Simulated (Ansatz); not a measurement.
# Lattice dynamics of HfTeS monolayer, Janus, part 2 of 2

Task: relax HfTeS monolayer, Janus, then find its harmonic phonons.

Ansatz 0.2.0; DFT PBEsol, scalar-relativistic, plane waves, PAW.

So far. Step 4 (Relaxing to small forces for the phonons): The largest force component left is 0.029 meV/Å, within the tolerances set.

**5. Linear response at the zone centre**

The zone centre comes first: it holds the modes that light can see, as far as symmetry allows. No field response is asked, since the mesh shows no gap.

The input, input.yaml:

```yaml
crystal:
  lattice:
    - [3.7357621337, 0.0, 0.0]
    - [-1.8678810669, 3.2352649103, 0.0]
    - [0.0, 0.0, 30.0]
  atoms:
    - { symbol: Hf, position: [0.0, 0.0, 0.3389229713] }
    - { symbol: S, position: [0.3333333333, 0.6666666667, 0.3822301475] }
    - { symbol: Te, position: [0.6666666667, 0.3333333333, 0.2755135479] }
  periodic: [true, true, false]
kpoints:
  mp_grid: { grid: [18, 18, 1] }
hamiltonian:
  xc: pbesol
scf:
  occupations: { method: methfessel_paxton, width: 0.15 }
output:
  eigenvalues: true
phonons:
  method: dfpt
```

Started as:

```console
$ ansatz run input.yaml --threads 8 --pin off --max-ram 14336MiB --backend cpu --events-out ev --progress --plain --runs-dir out
```

Numbers of over 12 decimals in the logs are rounded to 6 here.

Log:

```text
[...]
Crystal: 3 atoms, lattice volume = 362.585 Å³
Basis set: ecut = 420 eV, 7121 PW (Γ), exchange–correlation on 50×50×432 points (8 copies of the dense FFT grid, shifted against one another)
Bands: 29, of which v1, the nominal top of the filled ones, is band 24 counted from 1 (23 counted from 0)
Symmetry: 6 space group operations
k-points: 91 of 324 (irreducible under 2 space group operations, time reversal used)
[...]
SCF iter   1: F=—  HF=-23387.964849 eV  |F-HF|=—  |Δ(HF+E_count)|=         —  Δρ=2.96e-3  dr2=2.15e-1  ethr=1.77e-3  ⟨swp⟩=11.8  Hψ=17346  notcnv=0
[...]
SCF iter  12: F=-23387.942228 eV  HF=-23387.942228 eV  |F-HF|=1.82e-11  |Δ(HF+E_count)|=  2.36e-10  S|Δr|=    0.00e0  Δρ=1.44e-8  dr2=1.24e-12  ethr=1.00e-12  ⟨swp⟩=8.1  Hψ=13983  notcnv=0
SCF 1 converged in 12 iterations: F = -23387.942228 eV  dr2 = 1.24e-12
[...]
DFPT response loops at Γ: preconditioner auto → none (partly filled bands, converged f_vac=0.769); β = 0.50; Broyden in place of MSR1
SCF converged after 12 iterations
[...]
Free energy (F): -23387.942228 eV
[...]
Internal energy: -23387.942850 eV  (E = F + TS)
E sigma→0 (E₀):  -23387.942383 eV
Entropy (-TS):   0.000622 eV (0.207 meV/atom)
Fermi energy:    -4.702640 eV
[...]
--- Band table (eV; the first three rows and the last of 91) ---
  k-point 0: bands = [... 20 lower, -8.4444, -6.9008, -4.4165, -4.4165, -3.9248, -3.9248, -3.2618, -1.3257, ... 1 higher]
  k-point 1: bands = [... 20 lower, -8.4330, -6.8214, -4.8603, -4.6456, -3.8285, -3.6835, -3.1257, -1.2237, ... 1 higher]
  k-point 2: bands = [... 20 lower, -8.4025, -6.6676, -5.6055, -4.9845, -3.8775, -3.3146, -2.8960, -1.1705, ... 1 higher]
  k-point 90: bands = [... 20 lower, -8.6496, -8.0110, -7.3396, -6.8743, -3.7178, -2.8951, -2.0566, -0.9842, ... 1 higher]
--- Phonons (Γ-DFPT): 6 representative perturbations + reference, on 91 of 324 k-points (Σ response iterations 27) ---
  k mesh reduced under 2 symmetry operations, with k and −k counted as one. Each operation leaves every solved perturbation unchanged. A smaller set is not used because it would not reduce the number of displacements times k-points to solve
  ASR residual: 4.920e-5 → 0.000e0 eV/Å²; symmetrization residual: 1.452e-5 eV/Å²
  ASR residual per site (eV/Å²): 1.48e-5 1.33e-5 4.92e-5
  Γ frequencies (cm⁻¹): 0.00 0.00 0.00 89.33 89.33 178.88 227.79 227.79 292.26
  non-analytic LO–TO correction: not included (Born effective charges unavailable; polar crystals: no LO–TO splitting at Γ)
```

Elapsed: 2.2 min, on 8 threads of Arm Neoverse V1, shared host; peak memory 3.4 GiB.

In the SCF lines HF is the Harris–Foulkes energy and dr2 the Hartree energy of the density residual, in eV; the loop may stop once dr2 is under the threshold and the program's other checks hold. Hψ counts applications of the Hamiltonian.

This step gave:

* sum-rule residual before enforcement: 4.92e-5 eV/Å²
* point group: 3m
* highest optical mode at the zone centre (no LO-TO term): 292.3 cm⁻¹
* lowest optical zone-centre mode: 89.33 cm⁻¹

Patterns of degenerate modes are one choice out of their space. Modes at Γ, with each element's share of the kinetic energy:

```
mode  frequency (cm⁻¹)  symmetry  Hf %  S %  Te %
   1               0.0  acoustic    53    9    38
   2               0.0  acoustic    53    9    38
   3               0.0  acoustic    53    9    38
   4              89.3         E    39    1    60
   5              89.3         E    39    1    60
   6             178.9        A1    30    8    62
   7             227.8         E     8   90     2
   8             227.8         E     8   90     2
   9             292.3        A1    17   83     0
```

Displacements in mode 5 (89.3 cm⁻¹), the largest set to 1:
```
Hf1 -0.68  0.00  0.00
S2  -0.19  0.00  0.00
Te3  1.00  0.00  0.00
```

Displacements in mode 9 (292.3 cm⁻¹), the largest set to 1:
```
Hf1  0.00  0.00 -0.19
S2   0.00  0.00  1.00
Te3  0.00  0.00  0.02
```

Before it was imposed, the acoustic sum rule was missed by 4.9e-5 eV/Å². Small misses are needed for a sound result but don't prove that mesh and cutoff are converged. The lowest optical mode is real, 89.3 cm⁻¹.

**6. Phonons on a q mesh**

Stability and thermal properties need the whole zone. Linear response on a 4×4×1 q mesh gives force constants as far as a supercell of that size would.

Changes to input.yaml since step 5:

```diff
@@ -11,3 +11,3 @@
 kpoints:
-  mp_grid: { grid: [18, 18, 1] }
+  mp_grid: { grid: [20, 20, 1] }
 hamiltonian:
@@ -20 +20,10 @@
   method: dfpt
+  qmesh: [4, 4, 1]
+  temperatures: { t_max: 1000, t_step: 50 }
+  qpath:
+    path:
+      - [0.0, 0.0, 0.0]
+      - [0.5, 0.0, 0.0]
+      - [0.33333333, 0.33333333, 0.0]
+      - [0.0, 0.0, 0.0]
+    npoints: 10
```

Log:

```text
[...]
Crystal: 3 atoms, lattice volume = 362.585 Å³
Basis set: ecut = 420 eV, 7121 PW (Γ), exchange–correlation on 50×50×432 points (8 copies of the dense FFT grid, shifted against one another)
Bands: 29, of which v1, the nominal top of the filled ones, is band 24 counted from 1 (23 counted from 0)
Symmetry: 6 space group operations
k-points: 44 of 400 (time reversal used)
[...]
SCF iter   1: F=—  HF=-23387.964159 eV  |F-HF|=—  |Δ(HF+E_count)|=         —  Δρ=2.97e-3  dr2=2.17e-1  ethr=1.77e-3  ⟨swp⟩=11.6  Hψ=8306  notcnv=0
[...]
SCF iter  11: F=-23387.941733 eV  HF=-23387.941733 eV  |F-HF|=2.11e-10  |Δ(HF+E_count)|=  8.99e-10  S|Δr|=    0.00e0  Δρ=3.16e-8  dr2=1.97e-12  ethr=1.00e-12  ⟨swp⟩=16.9  Hψ=9690  notcnv=0
SCF 1 converged in 11 iterations: F = -23387.941733 eV  dr2 = 1.97e-12
[...]
phonons: the bands overlap, so this run is a metal and interpolates without the dipole-dipole term. If the crystal is really an insulator or semiconductor, its LO-TO splitting is missing
NSCF: frozen V_eff on 44 k-points
WARN: eigensolver did not converge (k=0): 1 band(s) unlocked after 2 eigensolves, warm-restarted (20 sweeps on the last) at ethr=1.43e-12 eV (storage-precision floor; scheduled 1.00e-12 eV) (lowest unlocked band 28, counted from 0; max residual 5.76e-3 eV among the unlocked bands, 5.76e-3 eV over every band; other slots of this pass that fall short are told together in one closing line; warning suppressed until the next SCF loop or pass starts)
WARN: eigensolver did not converge in 6 slots of this pass, the one above among them; of largest residual over every band (k=0): 1 band(s) unlocked (lowest unlocked band 28, counted from 0; max residual 5.76e-3 eV among the unlocked bands, 5.76e-3 eV over every band); of lowest unlocked band (k=0): band 28
[...]
DFPT response loops at q = (0, 0, 0) (fractional): preconditioner auto → none (partly filled bands, converged f_vac=0.769); β = 0.50; Broyden in place of MSR1
[...]
SCF converged after 11 iterations
[...]
Free energy (F): -23387.941733 eV
[...]
Internal energy: -23387.942313 eV  (E = F + TS)
E sigma→0 (E₀):  -23387.941878 eV
Entropy (-TS):   0.000580 eV (0.193 meV/atom)
Fermi energy:    -4.700861 eV
[...]
--- Band table (eV; the first three rows and the last of 44) ---
  k-point 0: bands = [... 20 lower, -8.4444, -6.8999, -4.4152, -4.4152, -3.9244, -3.9244, -3.2616, -1.3255, ... 1 higher]
  k-point 1: bands = [... 20 lower, -8.4351, -6.8343, -4.7920, -4.6112, -3.8331, -3.7185, -3.1483, -1.2402, ... 1 higher]
  k-point 2: bands = [... 20 lower, -8.4097, -6.6954, -5.4504, -4.9170, -3.8561, -3.3871, -2.9366, -1.1515, ... 1 higher]
  k-point 43: bands = [... 20 lower, -8.9249, -7.7929, -7.6801, -7.2252, -3.2407, -2.8999, -2.5968, -0.6718, ... 1 higher]
--- Phonons (Γ-DFPT): 6 representative perturbations + reference (Σ response iterations 28) ---
  ASR residual: 5.271e-5 → 0.000e0 eV/Å²; symmetrization residual: 6.876e-6 eV/Å²
  ASR residual per site (eV/Å²): 3.55e-5 1.58e-5 5.27e-5
  Γ frequencies (cm⁻¹): 0.00 0.00 0.00 89.13 89.13 178.74 226.93 226.93 292.15
--- Phonons (arbitrary-q DFPT): 4 irreducible q on the 4×4×1 mesh ---
  q = [0.0000, 0.0000, 0.0000] (star 1, of the zone-centre solve; hermiticity 8.70e-7, symmetrization 8.82e-11): 0.00 0.00 0.00 89.13 89.13 178.74 226.93 226.93 292.15
  q = [0.0000, 0.2500, 0.0000] (star 6, 9 solved perturbations on 210 of 400 k-point pairs; hermiticity 1.21e-6, symmetrization 1.45e-9): 32.37 51.69 83.44 93.42 133.29 166.24 237.15 265.19 284.19
[...]
q = [0.2500, 0.2500, 0.0000] (star 6, 6 solved perturbations in 1830 linear systems a pass and spin channel, the states on 400 of 400 k-point pairs; hermiticity 7.78e-7, symmetrization 1.34e-9): 57.12 85.47 106.66 127.52 143.12 152.69 255.57 270.06 281.93
  sum rule: each row above includes the acoustic sum rule's correction from the zone centre's row sums; it moved no ω² by more than (0.37 cm⁻¹)²
  mesh force constants: q→R imaginary residual 6.67e-18; ASR residual 5.271e-5 → 0.000e0 eV/Å²; symmetrization residual 5.329e-15 eV/Å²
  interpolated dispersion: 31 rows × 9 modes
  density of states and harmonic sums: on the 20×20×1 q-mesh, interpolated from the force constants of a 4×4×1 supercell (no non-analytic term)
  largest difference from the sums on the solved wave vectors: F 4.75e-2 eV, S 6.04e-5 and C_V 1.29e-5 eV/K
  zero-point energy: 0.086451 eV/cell   skipped modes (ω ≤ 0): 5, of them read as no rigid motion or as one in doubt: 2 (3.000e-2 modes/cell left out, lowest -2.95 cm⁻¹)   left out of the sums: 4.17e-3 of the cell's modes: C_V's classical limit lies that fraction below 3 k_B per atom; for a crystal, a wire or a layer, F and S can be off by more, and a phonons.interpolated_qmesh denser along its periods is the remedy for the sampling
```

Elapsed: 17 min, on 8 threads; peak memory 8.3 GiB.

Numbers from this step:

```
sum-rule residual before enforcement                    : 5.27e-5 eV/Å²
lowest frequency on the path                            : -3.054 cm⁻¹
highest frequency on the path or at a solved wavevector : 292.2 cm⁻¹
highest optical mode at the zone centre (no LO-TO term) : 292.1 cm⁻¹
lowest optical zone-centre mode                         : 89.13 cm⁻¹
lowest mode on the q mesh (acoustic modes at Γ apart)   : 32.37 cm⁻¹
```

Frequencies (cm⁻¹) solved at each irreducible wavevector; negative means imaginary. Frequencies by wavevector, by row:

```
q in reciprocal lattice units  star  mode 1  mode 2  mode 3  mode 4  mode 5  mode 6  mode 7  mode 8  mode 9
                        0 0 0     1       0       0       0    89.1    89.1   178.7   226.9   226.9   292.1
                     0 0.25 0     6    32.4    51.7    83.4    93.4   133.3   166.2   237.2   265.2   284.2
                     0 -0.5 0     3    53.2    62.4    80.8   113.1   145.5     157   233.1     266   284.8
                  0.25 0.25 0     6    57.1    85.5   106.7   127.5   143.1   152.7   255.6   270.1   281.9
```

Interpolated from a 4×4×1 q mesh. Phonon branches along the path, in cm⁻¹:

```csv
point,branch 1,branch 2,branch 3,branch 4,branch 5,branch 6,branch 7,branch 8,branch 9
Γ,0,0,0,89,89,179,227,227,292
halfway,32,52,83,93,133,166,237,265,284
M,53,62,81,113,146,157,233,266,285
halfway,61,86,103,119,146,155,248,269,284
K,62,102,105,141,144,150,262,272,284
halfway,38,64,87,108,135,162,245,266,283
Γ,0,0,0,89,89,179,227,227,292
```

The phonon branches as a text plot (rows in cm⁻¹):

```
    286 |********************************************************
    274 |           ****          ******************
    261 |       ****    **********   **********     *****
    249 |     **                  ***          *******   **
    237 |   **********************                    *******
    225 |*****                                               ****
    212 |
    200 |
    188 |
    175 |*********                                       ********
    163 |         *************                   *******
    151 |             ****************************
    138 |         ****                ****************
    126 |       **                  **       *****    ***
    114 |     **          **********         **   ****   **
    101 |   **        ****        ***********  *****  *******
     89 |***************       *** ***       **     **     ******
     77 |       **      ******* ***            *****  ***
     65 |     **      *************************     **   **
     52 |         *************                *****  ***  **
     40 |   ******  **                              **   **
     28 | ****  ****                                  ***  *****
     15 | **  **                                         **  ***
      3 |*****                                             ******
         Γ                   M           K                      Γ
```

Tetrahedra on a 20×20×1 mesh, mean over bins of 5 cm-1. Interpolated from a 4×4×1 q mesh. The phonon density of states by wavenumber; read off at these points:

wavenumber (cm⁻¹), phonon density of states (1/cm⁻¹/cell) and a bar:
```
       -2      0.005 #
       12      0.007 ##
       28      0.013 ###
       38      0.018 ####
       52      0.041 #########
       58      0.080 ##################
       68      0.026 ######
       82      0.040 #########
       98      0.060 #############
      108      0.062 ##############
      122      0.019 ####
      138      0.024 #####
      142      0.070 ###############
      152      0.045 ##########
      158      0.079 #################
      168      0.020 ####
      182      0.000 
      192      0.000 
      208      0.000 
      222      0.000 
      238      0.067 ###############
      252      0.028 ######
      262      0.018 ####
      268      0.128 ############################
      278      0.000 
      282      0.136 ##############################
      292      0.007 ##
```

The partial phonon density of states has structure finer than the step of the table below, so its rows give means over 10 cm⁻¹, whole bins alone (the curve runs from -13 to 311 cm⁻¹). Peaks (cm⁻¹: height): Hf 58.3: 0.0587, 92.9: 0.0261, 105.1: 0.0278, 143.8: 0.0271, 156.1: 0.0282, 268.1: 0.0118, 284.4: 0.0112; S 237.6: 0.0580, 268.1: 0.0987, 284.4: 0.128; Te 58.3: 0.0241, 94.9: 0.0435, 105.1: 0.0383, 143.8: 0.0629, 156.1: 0.0425.

Phonopy on the run's constants, 17x17x1 mesh, Gaussian sigma 2.3 cm-1. Interpolated from a 4×4×1 q mesh. The partial phonon density of states by wavenumber; means over each step; values in 1/cm⁻¹/cell:

```
wavenumber (cm⁻¹)       Hf        S       Te
                0  0.00238   4.2e-4  0.00177
               10  0.00326   5.5e-4  0.00248
               20  0.00520   8.4e-4  0.00384
               30  0.00761  0.00114  0.00529
               40   0.0117  0.00150  0.00728
               50   0.0227  0.00211   0.0114
               60   0.0475  0.00299   0.0182
               70   0.0186  0.00132  0.00579
               80   0.0177  0.00150   0.0135
               90   0.0226  0.00160   0.0316
              100   0.0222  0.00162   0.0334
              110   0.0205  0.00192   0.0264
              120  0.00798  0.00106   0.0139
              130  0.00648  0.00103   0.0121
              140   0.0149  0.00177   0.0317
              150   0.0180  0.00197   0.0351
              160   0.0178  0.00202   0.0282
              170  0.00650   6.1e-4   0.0117
              180  0.00208   3.8e-4  0.00401
              190   2.4e-6   8.0e-7   4.8e-6
              200        0        0        0
              210        0        0        0
              220   3.9e-5   4.4e-4   9.7e-6
              230  0.00129   0.0199   3.1e-4
              240  0.00264   0.0471   4.8e-4
              250  0.00180   0.0278   1.5e-4
              260  0.00248   0.0279   2.1e-4
              270  0.00711   0.0586   4.4e-4
              280  0.00448   0.0520   3.8e-4
              290  0.00425   0.0391   2.4e-4
              300   5.1e-5   2.6e-4        0
```

Symmetry leaves 4 wavevectors to solve. The lowest mode among them, the acoustic zeros apart, lies at q = (0, 0.25, 0) and is real, 32.4 cm⁻¹.

**7. Isotope substitution, element Hf, natural mass 178.486 amu**

An isotope changes the mass and not the force constants, so no new electronic calculation is needed; the shifts show which modes move this element.

The same force constants with the mass of Hf changed from 178.486 to 173.940 u (phonopy, no LO-TO term). Both lists are sorted by frequency; levels can cross, so a row need not hold one and the same mode. Modes under 3 cm⁻¹ are left out. Isotope shifts, by row:

| q | rank | natural mass (cm⁻¹) | changed mass (cm⁻¹) |
| --- | --- | --- | --- |
| 0 0 0 | 4 | 89.13 | 89.58 |
| 0 0 0 | 5 | 89.13 | 89.58 |
| 0 0 0 | 6 | 178.7 | 179.4 |
| 0 0 0 | 7 | 226.9 | 227.2 |
| 0 0 0 | 8 | 226.9 | 227.2 |
| 0 0 0 | 9 | 292.1 | 292.8 |
| 0 0.25 0 | 1 | 32.37 | 32.6 |
| 0 0.25 0 | 2 | 51.69 | 52.14 |
| 0 0.25 0 | 3 | 83.44 | 84.09 |
| 0 0.25 0 | 4 | 93.42 | 93.75 |
| 0 0.25 0 | 5 | 133.3 | 133.8 |
| 0 0.25 0 | 6 | 166.2 | 167 |
| 0 0.25 0 | 7 | 237.2 | 237.3 |
| 0 0.25 0 | 8 | 265.2 | 265.4 |
| 0 0.25 0 | 9 | 284.2 | 284.7 |
| 0 -0.5 0 | 1 | 53.2 | 53.74 |
| 0 -0.5 0 | 2 | 62.39 | 62.93 |
| 0 -0.5 0 | 3 | 80.84 | 81.04 |
| 0 -0.5 0 | 4 | 113.1 | 113.7 |
| 0 -0.5 0 | 5 | 145.5 | 146 |
| 0 -0.5 0 | 6 | 157 | 157.8 |
| 0 -0.5 0 | 7 | 233.1 | 233.1 |
| 0 -0.5 0 | 8 | 266 | 266.6 |
| 0 -0.5 0 | 9 | 284.8 | 284.9 |
| 0.25 0.25 0 | 1 | 57.12 | 57.59 |
| 0.25 0.25 0 | 2 | 85.47 | 86.19 |
| 0.25 0.25 0 | 3 | 106.7 | 107.3 |
| 0.25 0.25 0 | 4 | 127.5 | 128.1 |
| 0.25 0.25 0 | 5 | 143.1 | 143.7 |
| 0.25 0.25 0 | 6 | 152.7 | 153.4 |
| 0.25 0.25 0 | 7 | 255.6 | 255.8 |
| 0.25 0.25 0 | 8 | 270.1 | 270.4 |
| 0.25 0.25 0 | 9 | 281.9 | 282.1 |

A mode of this element alone would shift by +1.30 %. The highest zone-centre frequency without the field goes from 292.1 to 292.8 cm⁻¹ (+0.2 %). The product of the frequency ratios over all optical modes at Γ is 1.018; the product rule, (m/m′)^(3k/2) (M′/M)^(3/2) with k = 1 such atoms and M the mass of the cell, gives 1.019.

**8. Isotope substitution, element S, natural mass 32.06 amu**

The same for S, from 32.06 to 33.97 u.

A mode of this element alone would shift by -2.85 %. The highest zone-centre frequency without the field goes from 292.1 to 285.3 cm⁻¹ (-2.4 %). The product of the frequency ratios over all optical modes at Γ is 0.925; the product rule, (m/m′)^(3k/2) (M′/M)^(3/2) with k = 1 such atoms and M the mass of the cell, gives 0.925.

**9. Another isotope, element Te, natural mass 127.6 amu**

The same for Te, from 127.60 to 129.91 u.

A mode of this element alone would shift by -0.89 %. The highest zone-centre frequency without the field goes from 292.1 to 292.1 cm⁻¹ (+0.0 %). The product of the frequency ratios over all optical modes at Γ is 0.983; the product rule, (m/m′)^(3k/2) (M′/M)^(3/2) with k = 1 such atoms and M the mass of the cell, gives 0.983.

**10. Outcome**

| Item | Value |
| --- | --- |
| space group after relaxation (within 0.01 Å) | P3m1 |
| area per atom | 4.03 Å² |
| electronic character | no gap on this mesh |
| highest optical mode at the zone centre (no LO-TO term) | 292 cm⁻¹ |
| lowest optical zone-centre mode | 89.3 cm⁻¹ |
| lowest mode on the q mesh (acoustic modes at Γ apart) | 32.4 cm⁻¹ |
| highest frequency on the path or at a solved wavevector | 292 cm⁻¹ |
| imaginary modes on the 4×4×1 q mesh | none |

**Reading.** No mode is imaginary at the 4 irreducible wavevectors solved, but between them the interpolated path dips to 3.1i cm⁻¹, so stability is not settled. The optical modes at Γ span 89 to 292 cm⁻¹. The highest mode in this list at Γ, 292.3 cm⁻¹, is mostly motion of S (83 % of the kinetic energy). With no gap, or one that is small against the smearing, the frequencies hang on the k mesh and the smearing, most of all near Kohn anomalies. In a sheet or slab the interpolated bending branch near Γ is rough, since the rotational sum rule isn't imposed. A semilocal functional can close a gap that the real compound would have, so the metallic treatment may be an artefact of the level. Spin-orbit coupling is left out, which can matter for the heavy elements here. A phonon run warned that its eigensolver left some bands unconverged in a pass. The starting cell was built on a prototype and not taken from a measurement. These are harmonic frequencies at zero temperature: anharmonic shifts, linewidths and thermal expansion are left out.

[Logs are printed without paths, hosts, clocks, repeated set-up lines and the standing remarks that a program may print on its own settings, such as how far it seeks lower states.]

[Hosts, paths, dates, database ids (printed as entryN), source tags and the programs' standing remarks are cut or masked in the printed files.]
